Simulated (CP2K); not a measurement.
Two runs for the N K edge of 3-ethynylpyridine. Run A: CP2K XAS_TDP, all-electron GAPW, PBEh(45%), aug-cc-pVDZ, TDA, no relativity. Run B has a fault in its input.

First lines with a strength over 0.0015. A:

```tsv
atom	energy (eV)	states	strength, one atom
N7 (bonded to 2 C)	394.83	1	0.0518
	400.49	2	0.0069
	402.12	1	0.0046
	402.36	1	0.0024
	402.45	1	0.0029
```

B:

```tsv
atom	energy (eV)	states	strength, one atom
N7 (bonded to 2 C)	394.36	1	0.0520
	400.00	1	0.0023
	400.02	1	0.0023
	400.29	1	0.0023
	401.50	1	0.0055
```

Q: What went wrong in run B?

The plane-wave cutoff is far too low (cutoff (Ry) to 60). Against PBEh(45%) in aug-cc-pVDZ, the leading line moves by -0.47 eV, to 394.36 eV. Another fault could leave a like mark.

[Banner, clock and machine lines of the logs are left out without a mark of their own.]

[Logs are printed without paths, hosts, clocks, repeated set-up lines and the standing remarks that a program may print on its own settings, such as how far it seeks lower states.]

[Hosts, paths, dates, database ids (printed as entryN), source tags and the programs' standing remarks are cut or masked in the printed files.]
